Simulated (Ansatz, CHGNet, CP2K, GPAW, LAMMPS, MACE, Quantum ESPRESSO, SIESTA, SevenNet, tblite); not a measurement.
## Finding the fault: CP2K, glassy 60SiO2-7Al2O3-17Li2O-17SrO (mol %) (89 atoms)

Program: CP2K 2026.2, a calculation on a cell of 18 Si, 4 Al, 10 Li, 5 Sr and 52 O, 12.7 Å³ an atom.

input.inp

```
&GLOBAL
  PROJECT cell
  RUN_TYPE ENERGY_FORCE
  PRINT_LEVEL LOW
&END GLOBAL
&FORCE_EVAL
  METHOD QS
  STRESS_TENSOR ANALYTICAL
  &DFT
    BASIS_SET_FILE_NAME BASIS_MOLOPT
    POTENTIAL_FILE_NAME GTH_POTENTIALS
    &MGRID
      CUTOFF 800
      REL_CUTOFF 50
      NGRIDS 5
    &END MGRID
    &QUICKSTEP
      EPS_DEFAULT 1.0E-12
    &END QS
    &SCF
      SCF_GUESS ATOMIC
      EPS_SCF 1.0E-06
      MAX_SCF 25
      &OT
        MINIMIZER DIIS
        PRECONDITIONER FULL_ALL
        ENERGY_GAP 0.001
      &END OT
      &OUTER_SCF
        EPS_SCF 1.0E-06
        MAX_SCF 2
      &END OUTER_SCF
      &PRINT
        &RESTART OFF
        &END RESTART
      &END PRINT
    &END SCF
    &XC
      &XC_FUNCTIONAL PBE
      &END XC_FUNCTIONAL
    &END XC
    &PRINT
      &MULLIKEN ON
      &END MULLIKEN
      &HIRSHFELD ON
        SHAPE_FUNCTION DENSITY
      &END HIRSHFELD
      &MO_CUBES
        NHOMO 1
        NLUMO 4
        WRITE_CUBE F
      &END MO_CUBES
    &END PRINT
  &END DFT
  &SUBSYS
    &CELL
      A 10.42707 0.00000 0.00000
      B 0.00000 10.42707 0.00000
      C 0.00000 0.00000 10.42707
    &END CELL
    &COORD
      Si 4.05519 0.43387 0.85398
      Si 3.09674 2.02462 5.90214
      Si 7.29019 3.02197 7.90455
      Si 7.70321 7.30708 9.14120
      Si 4.84098 0.20281 3.99805
      Si 9.05695 2.73471 1.58648
      Si 7.02263 7.49435 3.08787
      Si 5.31113 4.93440 2.72511
      Si 7.04422 7.86284 6.28127
      Si 2.51657 4.13089 3.66814
[... 75 atom lines left out ...]
      O 6.76602 8.74643 2.21210
      O 3.97678 0.96586 5.08758
      O 2.22868 2.87933 2.58143
      O 9.04371 10.20560 9.36121
    &END COORD
    &KIND Si
      BASIS_SET DZVP-MOLOPT-SR-GTH-q4
      POTENTIAL GTH-PBE-q4
    &END KIND
    &KIND Al
      BASIS_SET DZVP-MOLOPT-SR-GTH-q3
      POTENTIAL GTH-PBE-q3
    &END KIND
    &KIND Li
      BASIS_SET DZVP-MOLOPT-SR-GTH-q3
      POTENTIAL GTH-PBE-q3
    &END KIND
    &KIND Sr
      BASIS_SET DZVP-MOLOPT-SR-GTH-q10
      POTENTIAL GTH-PBE-q10
    &END KIND
    &KIND O
      BASIS_SET DZVP-MOLOPT-SR-GTH-q6
      POTENTIAL GTH-PBE-q6
    &END KIND
  &END SUBSYS
  &PRINT
    &FORCES ON
    &END FORCES
    &STRESS_TENSOR ON
    &END STRESS_TENSOR
  &END PRINT
&END FORCE_EVAL
```

Started as:

```console
OMP_NUM_THREADS=2 cp2k.psmp -i input.inp > output.txt
```

Output:

```text
Possible matches for unknown subsection
 QUICKSTEP
   keyword UKS in section %__ROOT__%FORCE_EVAL%DFT score:  104
   keyword MULTIP in section %__ROOT__%FORCE_EVAL%DFT score:  104
   keyword ROKS in section %__ROOT__%FORCE_EVAL%DFT score:  103
   enum MULLIKEN in section %__ROOT__%FORCE_EVAL%DFT for keyword PLUS_U_METHOD score:  103
   keyword SUBCELLS in section %__ROOT__%FORCE_EVAL%DFT score:  103
 *   ___                                                                       *
 *  /   \                                                                      *
 * [ABORT]                                                                     *
 *  \___/               unknown subsection QUICKSTEP of section DFT            *
 *    |                                                                        *
 *  O/|                                                                        *
 * /| |                                                                        *
```

Wall time 0.62 s (2 threads of Arm Neoverse V2, shared host); peak memory 0.14 GiB; 0.62 s of CPU time.

Banners, paths, timers and routine set-up lines are dropped from the logs unmarked, and long logs keep their key lines alone; longer cuts are marked.

**Question.** Which part of the input is at fault, and how is it mended?

A misspelt keyword: &QS written as &QUICKSTEP. Mend: write &QS in place of &QUICKSTEP.

The program stopped at the start.

[Also dropped from logs without a mark: logging warnings of Python, and SIESTA's first energy breakdown and zero terms.]

[Logs are printed without paths, hosts, clocks, repeated set-up lines and the standing remarks that a program may print on its own settings, such as how far it seeks lower states.]

[Hosts, paths, dates, database ids (printed as entryN), source tags and the programs' standing remarks are cut or masked in the printed files.]
